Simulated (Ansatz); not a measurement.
**MgO (Periclase, Fm-3m): from the cell to its phonons**

Aim: the vibrations of MgO (Periclase, Fm-3m), their spectra, and whether the structure is stable.

Method: DFT PBEsol, scalar-relativistic, plane waves, PAW; PAW set soft_1, in Ansatz 0.2.0.

Experimental background.

For MgO, rocksalt (phase in multiphase steam-pyrolysed phosphate tailings), “Study on Pyrolysis Characteristics of Phosphate Tailings under H2O Atmosphere” (2024, pmc:11084758) gives, by powder XRD, Rietveld refinement: lattice constant a 4.21322 ± 5e-05 Å [refined as one phase in multiphase pyrolysed phosphate tailings, not a pure sample].

For MgO, rocksalt (bulk crystal), “Electronic structure of alkaline earth and post-transition metal oxides” (2009, arxiv:0908.1581) quotes earlier work: band gap (literature experimental gap) 7.83 eV [Literature value based on experiment; other listed experimental values range from 7.7 to …].

“Infrared Optical Properties of Ferropericlase (Mg1-xFexO): Experiment and Theory” (2007, arxiv:0704.2267) reports for MgO, rocksalt, by infrared reflectance, oscillator fit (wedged single crystal slab, 295 K): ε∞ (high-frequency dielectric constant) 2.95 ± 0.1; infrared mode (TO phonon at Gamma (T1u)) 396.5 cm⁻¹.

This is a report of a sequence of runs, with most program output left out.

The database entry behind the starting cell differs from later determinations by our own check (about 0.1 % long), so it need not match the best structure at ambient conditions.

## 1. The starting structure

Symmetry: Fm-3m, No. 225, cubic system. The conventional cell has a = 4.217 Å, b = 4.217 Å, c = 4.217 Å, α = 90.00°, β = 90.00°, γ = 90.00°. Mg has 6 O at 2.11 Å nearest. O has 6 Mg at 2.11 Å nearest. Farther neighbours and most contacts between anions are not listed.

## 2. Relaxation

The cell and atoms are relaxed, since residual forces and stress would shift the frequencies.

input.yaml

```yaml
crystal:
  lattice:
    - [0.0, 2.1085, 2.1085]
    - [2.1085, 0.0, 2.1085]
    - [2.1085, 2.1085, 0.0]
  atoms:
    - { symbol: Mg, position: [0.0, 0.0, 0.0] }
    - { symbol: O, position: [0.5, 0.5, 0.5] }
kpoints:
  mp_grid: { grid: [8, 8, 8] }
hamiltonian:
  xc: pbesol
  pseudopotentials: { kind: paw, azcp: { folder: soft_1 }, xc_functional: pbe }
scf:
  occupations: { method: gaussian, width: 0.02 }
output:
  forces: true
  stress: true
  eigenvalues: true
relax:
  adjacent_minimum: "off"
  f_tol: 0.005
  max_steps: 80
  cell: { stress_tol: 0.05 }
```

Started as:

```
> ansatz run input.yaml --threads 4 --pin off --max-ram 16384MiB --backend cpu --events-out ev --progress --plain --runs-dir out
```

Run time: 0.56 s. Hardware: 4 threads of AMD EPYC 9R45, shared host; peak memory 0.33 GiB; 1.5 s of CPU time.

Little changed from the start: no atom moved by 0.005 Å and no cell edge by 0.1 %.

This step gave:

* pressure: -0.007399 GPa
* gap on the k-mesh: 4.621 eV
* volume per atom: 9.360 Å³
* direct gap on mesh: 4.621 eV

In this step the volume went from 9.37 to 9.36 Å³/atom.

## 3. Relaxing to small forces for the phonons

Phonons need a cell at rest on their own settings, so the relaxation is repeated with tight tolerances on forces and stress, using the mesh and the filling of the phonon run that follows.

input.yaml, the sections that differ from step 2:

```yaml
crystal:
  lattice:
    - [0.0, 2.1074634062, 2.1074634062]
    - [2.1074634062, 0.0, 2.1074634062]
    - [2.1074634062, 2.1074634062, 0.0]
  atoms:
    - { symbol: Mg, position: [0.0, 0.0, 0.0] }
    - { symbol: O, position: [0.5, 0.5, 0.5] }
scf:
  occupations: { method: fixed }
relax:
  adjacent_minimum: "off"
  f_tol: 0.001
  max_steps: 60
  cell: { stress_tol: 0.01 }
# kpoints, hamiltonian, output: as in step 2
```

The job ended after 0.3 s (4 threads; peak memory 0.31 GiB; 0.78 s of CPU time).

Little changed from the start: no atom moved by 0.005 Å and no cell edge by 0.1 %.

Numbers from this step:

```
pressure : -0.007402 GPa
```

The forces vanish by symmetry and the pressure is -0.007 GPa, within the tolerances set. The cell now holds 9.36 Å³/atom.

## 4. Modes at Γ

The zone centre comes first: it holds the modes that light can see, as far as symmetry allows. The response to a homogeneous field gives the Born charges and the dielectric tensor.

input.yaml: that of step 3 with these lines changed.

```diff
@@ -16,9 +16,6 @@
 output:
-  forces: true
-  stress: true
   eigenvalues: true
-relax:
-  adjacent_minimum: "off"
-  f_tol: 0.001
-  max_steps: 60
-  cell: { stress_tol: 0.01 }
+phonons:
+  method: dfpt
+  dielectric: true
+  rigid_motions: translations
```

It took 2.5 s on 4 threads; peak memory 0.43 GiB.

Numbers from this step:

* sum-rule residual before enforcement: 1.51e-4 eV/Å²
* miss of the charge sum rule: 5.72e-4 e
* estimated error of the dielectric tensor: 0.007047
* estimated error of the Born charges: 0.01090 e
* point group: m-3m
* highest optical mode at the zone centre (no LO-TO term): 387.2 cm⁻¹
* lowest optical zone-centre mode: 387.2 cm⁻¹
* mean high-frequency dielectric constant: 3.245
* largest Born charge (third of the trace): 1.980 e
* mean static dielectric constant: 10.37
* top of the zone-centre spectrum with the field: 692.2 cm⁻¹

Without the LO-TO term. Patterns of degenerate modes are one choice out of their space. The modes at Γ (shares of kinetic energy by element, %):

| mode | frequency (cm⁻¹) | symmetry | Mg % | O % |
| --- | --- | --- | --- | --- |
| 1 | 0.0 | acoustic | 60 | 40 |
| 2 | 0.0 | acoustic | 60 | 40 |
| 3 | 0.0 | acoustic | 60 | 40 |
| 4 | 387.2 | T1u | 40 | 60 |
| 5 | 387.2 | T1u | 40 | 60 |
| 6 | 387.2 | T1u | 40 | 60 |

Displacements in mode 5 (387.2 cm⁻¹), the largest set to 1:
```
Mg1  0.00  0.00 -0.66
O2   0.00  0.00  1.00
```

Optical modes at the zone centre, without and with the macroscopic field of the longitudinal modes; each column is sorted by frequency, so a row need not hold one and the same mode. Modes with and without the field, by row:

| rank among optical modes | no field (cm⁻¹) | q along (1, 0, 0) (cm⁻¹) |
| --- | --- | --- |
| 1 | 387.2 | 387.2 |
| 2 | 387.2 | 387.2 |
| 3 | 387.2 | 692.2 |

Born charge (rows field, columns displacement) (e), principal values of the symmetric part by kind of site:

| atom | atoms with these values | low | middle | high | mean |
| --- | --- | --- | --- | --- | --- |
| Mg1 | 1 | 1.98 | 1.98 | 1.98 | 1.98 |
| O2 | 1 | -1.98 | -1.98 | -1.98 | -1.98 |

In full for O2:

```
-1.98  0.00  0.00
 0.00 -1.98  0.00
 0.00  0.00 -1.98
```

High-frequency dielectric tensor:

```
3.25 0.00 0.00
0.00 3.25 0.00
0.00 0.00 3.25
```

Static dielectric tensor (ions relaxed, fixed cell):

```
10.37  0.00  0.00
 0.00 10.37  0.00
 0.00  0.00 10.37
```

Transverse modes. Lines of the infrared spectrum (strongest = 100):

| position (cm⁻¹) | label | relative intensity |
| --- | --- | --- |
| 387 | T1u | 100 |

Before it was imposed, the acoustic sum rule was missed by 1.5e-4 eV/Å² and the charge sum rule by 5.7e-4 e. Small misses are needed for a sound result but don't prove that mesh and cutoff are converged. The lowest optical mode is real, 387 cm⁻¹.

## 5. Phonons on a q mesh

Stability and thermal properties need the whole zone. Linear response on a 4×4×4 q mesh gives force constants as far as a supercell of that size would, and the tensors from the zone-centre run are typed in so that the long-range dipole term is interpolated apart.

input.yaml, the sections that differ from step 4:

```yaml
phonons:
  method: dfpt
  qmesh: [4, 4, 4]
  temperatures: { t_max: 1000, t_step: 50 }
  qpath:
    path:
      - [[0.0, 0.0, 0.0], [0.5, 0.0, 0.5], [0.625, 0.25, 0.625]]
      - [[0.375, 0.375, 0.75], [0.0, 0.0, 0.0], [0.5, 0.5, 0.5], [0.5, 0.25, 0.75], [0.5, 0.0, 0.5]]
    npoints: 10
  non_analytic_term:
    high_frequency_dielectric_tensor: [[3.2454, 0.0, 0.0], [0.0, 3.2454, 0.0], [0.0, 0.0, 3.2454]]
    born_effective_charges:
      - { species: Mg, tensor: [[1.9804, 0.0, 0.0], [0.0, 1.9804, 0.0], [0.0, 0.0, 1.9804]] }
      - { species: O, tensor: [[-1.9804, 0.0, 0.0], [0.0, -1.9804, 0.0], [0.0, 0.0, -1.9804]] }
    source: "zone-centre run at this cell"
# crystal, kpoints, hamiltonian, scf, output: as in step 4
```

Run time: 9.5 s. Hardware: 4 threads; peak memory 0.61 GiB; 35 s of CPU time.

This step gave:

```yaml
sum_rule_residual_before_enforcement: 1.61e-4 eV/Å²
lowest_frequency_on_the_path: 0 cm⁻¹
highest_frequency_on_the_path_or_at_a_solved_wavevector: 692.2 cm⁻¹
mean_frequency: 388.2 cm⁻¹
debye_temperature_second_moment: 750 K
logarithmic_mean_frequency: 370.4 cm⁻¹
lowest_mode_on_the_q_mesh_acoustic_modes_at_gamma_apart: 179.2 cm⁻¹
zero_point_energy_per_atom: 72.19 meV
heat_capacity_at_300_k: 18.69 J/(mol atoms K)
vibrational_entropy_at_300_k: 14.10 J/(mol atoms K)
```

Frequencies (cm⁻¹) solved at each irreducible wavevector; negative means imaginary. Frequencies by wavevector, by row:

| q in reciprocal lattice units | star | mode 1 | mode 2 | mode 3 | mode 4 | mode 5 | mode 6 |
| --- | --- | --- | --- | --- | --- | --- | --- |
| 0 0 0 | 1 | 0 | 0 | 0 | 387.2 | 387.2 | 387.2 |
| 0 0 0.25 | 8 | 179.2 | 179.2 | 320 | 378.1 | 378.1 | 660 |
| 0 0 -0.5 | 4 | 271.1 | 271.1 | 352.9 | 352.9 | 537.2 | 555.9 |
| 0 0.25 0.25 | 6 | 213.2 | 213.2 | 319.5 | 411.1 | 411.1 | 605.8 |
| 0 0.25 -0.5 | 24 | 274.9 | 322.2 | 400.8 | 429.1 | 438 | 542.5 |
| 0 0.25 -0.25 | 12 | 261 | 313.9 | 362.3 | 404.6 | 448.1 | 573.7 |
| 0 -0.5 -0.5 | 3 | 284.1 | 284.1 | 414.5 | 436.4 | 436.4 | 534.5 |
| 0.25 -0.5 -0.25 | 6 | 340 | 368 | 368 | 431.3 | 486.9 | 486.9 |

Interpolated from a 4×4×4 q mesh, with the LO-TO term (at Γ the limit along the path; where Γ stands inside the path, tables give the limit on arrival). Phonon branches along the path, in cm⁻¹:

| point | branch 1 | branch 2 | branch 3 | branch 4 | branch 5 | branch 6 |
| --- | --- | --- | --- | --- | --- | --- |
| Γ | 0 | 0 | 0 | 387 | 387 | 692 |
| halfway | 213 | 213 | 320 | 411 | 411 | 606 |
| X | 284 | 284 | 414 | 436 | 436 | 534 |
| halfway | 286 | 315 | 409 | 428 | 450 | 528 |
| U | 290 | 378 | 391 | 406 | 479 | 510 |
| jump to K | 290 | 378 | 391 | 406 | 479 | 510 |
| halfway | 209 | 252 | 345 | 364 | 421 | 625 |
| Γ | 0 | 0 | 0 | 387 | 387 | 692 |
| halfway | 179 | 179 | 320 | 378 | 378 | 660 |
| L | 271 | 271 | 353 | 353 | 537 | 556 |
| halfway | 288 | 322 | 382 | 429 | 472 | 532 |
| W | 340 | 368 | 368 | 431 | 487 | 487 |
| halfway | 312 | 315 | 403 | 435 | 450 | 522 |
| X | 284 | 284 | 414 | 436 | 436 | 534 |

Tetrahedra on a 28×28×28 mesh, mean over bins of 10 cm-1. Interpolated from a 4×4×4 q mesh. Table of phonon density of states by wavenumber; read off at these points:

| wavenumber (cm⁻¹) | phonon density of states (1/cm⁻¹/cell) |
| --- | --- |
| 5 | 0 |
| 25 | 3.0e-5 |
| 55 | 2.0e-4 |
| 75 | 3.8e-4 |
| 105 | 8.1e-4 |
| 125 | 0.00121 |
| 145 | 0.00174 |
| 175 | 0.00288 |
| 195 | 0.00396 |
| 215 | 0.00548 |
| 245 | 0.00933 |
| 265 | 0.0154 |
| 285 | 0.0256 |
| 295 | 0.0198 |
| 315 | 0.012 |
| 335 | 0.0092 |
| 365 | 0.0236 |
| 385 | 0.0267 |
| 405 | 0.0383 |
| 435 | 0.0196 |
| 455 | 0.0119 |
| 485 | 0.00533 |
| 505 | 0.00633 |
| 525 | 0.0112 |
| 535 | 0.0113 |
| 555 | 0.00786 |
| 575 | 0.00563 |
| 595 | 0.00462 |
| 625 | 0.00353 |
| 645 | 0.00287 |
| 675 | 0.00166 |
| 695 | 5.0e-5 |

The partial phonon density of states has structure finer than the step of the table below, so its rows give means over 25 cm⁻¹, whole bins alone (the curve runs from -10 to 722 cm⁻¹). Peaks (cm⁻¹: height): Mg 284.5: 0.0217, 404.2: 0.0177; O 399.6: 0.0198, 528.5: 0.0106.

Phonopy on the run's constants, 21x21x21 mesh, Gaussian sigma 5.2 cm-1. Interpolated from a 4×4×4 q mesh. The partial phonon density of states by wavenumber; means over each step; values in 1/cm⁻¹/cell:

| wavenumber (cm⁻¹) | Mg | O |
| --- | --- | --- |
| 25 | 2.2e-5 | 1.3e-5 |
| 50 | 9.2e-5 | 5.9e-5 |
| 75 | 2.6e-4 | 1.6e-4 |
| 100 | 4.7e-4 | 2.9e-4 |
| 125 | 7.5e-4 | 4.4e-4 |
| 150 | 0.00122 | 6.5e-4 |
| 175 | 0.00194 | 9.4e-4 |
| 200 | 0.00312 | 0.00129 |
| 225 | 0.00497 | 0.00162 |
| 250 | 0.00885 | 0.00199 |
| 275 | 0.0182 | 0.00218 |
| 300 | 0.0158 | 0.00165 |
| 325 | 0.00959 | 0.00103 |
| 350 | 0.00736 | 0.00430 |
| 375 | 0.00738 | 0.0174 |
| 400 | 0.0143 | 0.0193 |
| 425 | 0.0106 | 0.0170 |
| 450 | 0.00322 | 0.00974 |
| 475 | 0.00247 | 0.00681 |
| 500 | 0.00130 | 0.00426 |
| 525 | 8.6e-4 | 0.00960 |
| 550 | 0.00114 | 0.00725 |
| 575 | 0.00152 | 0.00422 |
| 600 | 0.00147 | 0.00293 |
| 625 | 0.00130 | 0.00222 |
| 650 | 0.00105 | 0.00165 |
| 675 | 6.3e-4 | 9.6e-4 |
| 700 | 6.7e-5 | 1.0e-4 |

Second derivatives of the energy by pair, one row for each kind of neighbour of each atom listed. Each entry sums the pair over the periodic images of the supercell that the q mesh stands for, and in a polar crystal it holds the long-range dipole part too. Force constants by pair, by row:

| atom | neighbour | distance (Å) | third of the trace (eV/Å²) | along the pair's line (eV/Å²) |
| --- | --- | --- | --- | --- |
| Mg1 | itself | 0 | 11.41 | – |
| Mg1 | O | 2.107 | -1.382 | -1.407 |
| Mg1 | Mg | 2.98 | -0.1709 | -2.142 |
| Mg1 | O | 3.65 | -0.0294 | 0.5997 |
| Mg1 | Mg | 4.215 | -0.2607 | -0.7903 |
| Mg1 | O | 4.712 | 0.0699 | 0.4162 |
| Mg1 | Mg | 5.162 | -0.0442 | -0.288 |
| Mg1 | Mg | 5.961 | -0.0026 | -0.2936 |
| Mg1 | O | 6.322 | 0.0483 | 0.1888 |
| O2 | itself | 0 | 11.59 | – |
| O2 | Mg | 2.107 | -1.382 | -1.407 |
| O2 | O | 2.98 | -0.2968 | -1.747 |
| O2 | Mg | 3.65 | -0.0294 | 0.5997 |
| O2 | O | 4.215 | -0.013 | -0.3439 |
| O2 | Mg | 4.712 | 0.0699 | 0.4162 |
| O2 | O | 5.162 | -0.0484 | -0.2691 |
| O2 | O | 5.961 | -0.1306 | -0.4976 |
| O2 | Mg | 6.322 | 0.0737 | 0.1402 |

Harmonic thermodynamic functions per atom, from the density of states. Interpolated from a 4×4×4 q mesh. Thermodynamic functions, by row:

| T (K) | F_vib (meV/atom) | S (J/mol-atom/K) | C_V (J/mol-atom/K) |
| --- | --- | --- | --- |
| 0 | 72.19 | 0 | 0 |
| 50 | 72.18 | 0.13 | 0.468 |
| 100 | 71.85 | 1.403 | 4.235 |
| 200 | 67.47 | 7.47 | 13.72 |
| 300 | 56.24 | 14.1 | 18.69 |
| 400 | 38.56 | 19.84 | 21.09 |
| 500 | 15.41 | 24.7 | 22.36 |
| 600 | -12.39 | 28.85 | 23.11 |
| 700 | -44.19 | 32.45 | 23.57 |
| 800 | -79.5 | 35.62 | 23.88 |
| 900 | -117.9 | 38.44 | 24.1 |
| 1000 | -159.1 | 40.99 | 24.26 |

Harmonic mean-square displacement, third of the trace. Interpolated from a 4×4×4 q mesh. Mean square displacements, by row:

| T (K) | Mg1 U_eq (Å²) | O2 U_eq (Å²) |
| --- | --- | --- |
| 0 | 0.00224 | 0.00264 |
| 100 | 0.00241 | 0.00277 |
| 300 | 0.00403 | 0.00405 |
| 600 | 0.00727 | 0.00695 |

Symmetry leaves 8 wavevectors to solve. The lowest mode among them, the acoustic zeros apart, lies at q = (0, 0, 0.25) and is real, 179 cm⁻¹.

## 6. The same by displaced supercells

Finite displacements in a 2×2×2 supercell give force constants from forces alone. They are exact at the wavevectors that the supercell holds, where they check the linear-response result.

input.yaml: that of step 5 with these lines changed.

```diff
@@ -18,4 +18,4 @@
 phonons:
-  method: dfpt
-  qmesh: [4, 4, 4]
+  method: fd
+  supercell: [2, 2, 2]
   temperatures: { t_max: 1000, t_step: 50 }
```

Run time: 2.4 s. Hardware: 4 threads; peak memory 0.63 GiB.

Numbers from this step:

* atoms in the supercell: 16
* sum-rule residual before enforcement: 1.55e-4 eV/Å²

Interpolated from a 2×2×2 supercell, rough between the solved points, with the LO-TO term (at Γ the limit along the path; where Γ stands inside the path, tables give the limit on arrival). The phonon branches at the labelled points (cm⁻¹):

| point | branch 1 | branch 2 | branch 3 | branch 4 | branch 5 | branch 6 |
| --- | --- | --- | --- | --- | --- | --- |
| Γ | 0 | 0 | 0 | 387 | 387 | 692 |
| halfway | 216 | 216 | 331 | 410 | 410 | 605 |
| X | 284 | 284 | 414 | 436 | 436 | 534 |
| halfway | 281 | 316 | 410 | 430 | 445 | 524 |
| U | 274 | 386 | 396 | 412 | 464 | 496 |
| jump to K | 274 | 386 | 396 | 412 | 464 | 496 |
| halfway | 218 | 247 | 352 | 354 | 418 | 624 |
| Γ | 0 | 0 | 0 | 387 | 387 | 692 |
| halfway | 187 | 187 | 321 | 373 | 373 | 660 |
| L | 271 | 271 | 353 | 353 | 537 | 556 |
| halfway | 278 | 318 | 388 | 421 | 477 | 521 |
| W | 338 | 369 | 369 | 422 | 475 | 475 |
| halfway | 310 | 313 | 405 | 431 | 447 | 514 |
| X | 284 | 284 | 414 | 436 | 436 | 534 |

Tetrahedra on a 26×26×26 mesh, mean over bins of 10 cm-1. Interpolated from a 2×2×2 supercell, rough between the solved points. Table of phonon density of states by wavenumber; read off at these points:

| wavenumber (cm⁻¹) | phonon density of states (1/cm⁻¹/cell) |
| --- | --- |
| 5 | 0 |
| 25 | 3.0e-5 |
| 55 | 1.8e-4 |
| 75 | 3.6e-4 |
| 105 | 7.5e-4 |
| 125 | 0.00111 |
| 145 | 0.0016 |
| 175 | 0.00263 |
| 195 | 0.00364 |
| 215 | 0.00513 |
| 245 | 0.00971 |
| 265 | 0.0263 |
| 295 | 0.0145 |
| 315 | 0.0106 |
| 335 | 0.0087 |
| 365 | 0.0229 |
| 385 | 0.0262 |
| 395 | 0.0325 |
| 405 | 0.0324 |
| 425 | 0.0316 |
| 435 | 0.0269 |
| 455 | 0.0176 |
| 485 | 0.00569 |
| 505 | 0.00876 |
| 525 | 0.0096 |
| 555 | 0.00646 |
| 575 | 0.00507 |
| 595 | 0.00433 |
| 625 | 0.00344 |
| 645 | 0.00283 |
| 675 | 0.00167 |
| 695 | 5.0e-5 |

At Γ the two methods differ by at most 0.0 cm⁻¹.

## 7. Outcome

- space group after relaxation (within 0.01 Å): Fm-3m
- volume per atom: 9.36 Å³
- gap on the k-mesh: 4.62 eV
- highest optical mode at the zone centre (no LO-TO term): 387 cm⁻¹
- top of the zone-centre spectrum with the field: 692 cm⁻¹
- lowest optical zone-centre mode: 387 cm⁻¹
- mean high-frequency dielectric constant: 3.25
- mean static dielectric constant: 10.4
- largest Born charge (third of the trace): 1.98 e
- lowest mode on the q mesh (acoustic modes at Γ apart): 179 cm⁻¹
- highest frequency on the path or at a solved wavevector: 692 cm⁻¹
- zero-point energy per atom: 72.2 meV
- heat capacity at 300 K: 18.7 J/(mol atoms K)
- vibrational entropy at 300 K: 14.1 J/(mol atoms K)
- Debye temperature (second moment): 750 K
- imaginary modes on the 4×4×4 q mesh: none

The structure is a minimum as far as tested: no mode is imaginary at the 8 irreducible wavevectors of the 4×4×4 mesh, and the softest away from the acoustic zeros lies at 179 cm⁻¹. Without the field, the optical modes at Γ form one degenerate level at 387 cm⁻¹. With the macroscopic field of the longitudinal modes the top of the zone-centre spectrum lies at 692 cm⁻¹, against 387 cm⁻¹ without it. Lattice motion raises the mean dielectric constant from 3.245 to 10.37. The strongest infrared line is at 387 cm⁻¹. Finite displacements and linear response differ by 0.0 cm⁻¹ in the highest zone-centre mode. The PAW files were made for PBE and serve the other functionals too. These are harmonic frequencies at zero temperature: anharmonic shifts, linewidths and thermal expansion are left out.

Comparison with the measured values:

| quantity | measured | PBEsol, PAW; PAW set soft_1 |
| --- | --- | --- |
| lattice constant a (Å) | 4.21322 | 4.215 (+0.0 %) |
| band gap (least gap) (eV) | 7.83 | 4.62 (-3.21 eV) |
| ε∞ (mean of the tensor) | 2.95 | 3.25 (+10.0 %) |
| infrared mode, TO phonon at Gamma (T1u) (cm⁻¹) | 396.5 | 387 (-2.4 %) |

Measured values from pmc:11084758 (2024), arxiv:0908.1581 (2009) and arxiv:0704.2267 (2007).

**Verdict.** The lattice constant a matches within 0.05 %: good agreement. The band gap is off by -3.21 eV: a clear miss. Local and semilocal functionals usually give gaps below the measured ones. Zero-point and thermal motion shift the measured gap. The ε∞ is off by +10.0 %: fair agreement. The infrared mode is off by -2.4 %: good agreement. The grades are ours: good and fair within 0.7 and 1.5 % for the lattice constant a, 7 and 18 % for the ε∞ and 3 and 7 % for the infrared mode. For lattice constants and infrared mode the calculation has a static lattice, without zero-point motion or thermal expansion (measured at up to 295 K).

[Logs are printed without paths, hosts, clocks, repeated set-up lines and the standing remarks that a program may print on its own settings, such as how far it seeks lower states.]

[Hosts, paths, dates, database ids (printed as entryN), source tags and the programs' standing remarks are cut or masked in the printed files.]
